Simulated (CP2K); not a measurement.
Two runs for the C K edge of cyclopropene. Run A: CP2K XAS_TDP, all-electron GAPW, PBEh(45%), aug-cc-pVTZ, TDA, no relativity. Run B differs in one setting.

First lines with a strength over 0.0015. A:

```tsv
atom	energy (eV)	states	strength, one atom
C1 (bonded to 2 C and H), 2 alike	281.00	1	0.0528
	284.33	1	0.0070
	284.88	1	0.0053
	285.34	1	0.0017
	285.80	1	0.0286
C3 (bonded to 2 C and 2 H)	284.22	1	0.0028
	284.58	1	0.0234
	284.81	1	0.0177
	285.02	1	0.0022
	285.44	1	0.0234
```

B:

```tsv
atom	energy (eV)	states	strength, one atom
C1 (bonded to 2 C and H), 2 alike	285.49	1	0.0520
	288.81	1	0.0069
	289.37	1	0.0052
	289.82	1	0.0017
	290.28	1	0.0281
C3 (bonded to 2 C and 2 H)	289.01	1	0.0027
	289.36	1	0.0230
	289.59	1	0.0174
	289.80	1	0.0021
	290.22	1	0.0230
```

Question: Which was it: the basis, the functional, GW2X switched on, scalar relativity switched on?

GW2X switched on. GW2X shifts an atom's lines together and keeps their spacings. Against PBEh(45%) in aug-cc-pVTZ, the leading lines move by +4.49 eV (C1, to 285.49) and +4.78 eV (C3, to 289.36).

[Banner, clock and machine lines of the logs are left out without a mark of their own.]

[Logs are printed without paths, hosts, clocks, repeated set-up lines and the standing remarks that a program may print on its own settings, such as how far it seeks lower states.]

[Hosts, paths, dates, database ids (printed as entryN), source tags and the programs' standing remarks are cut or masked in the printed files.]
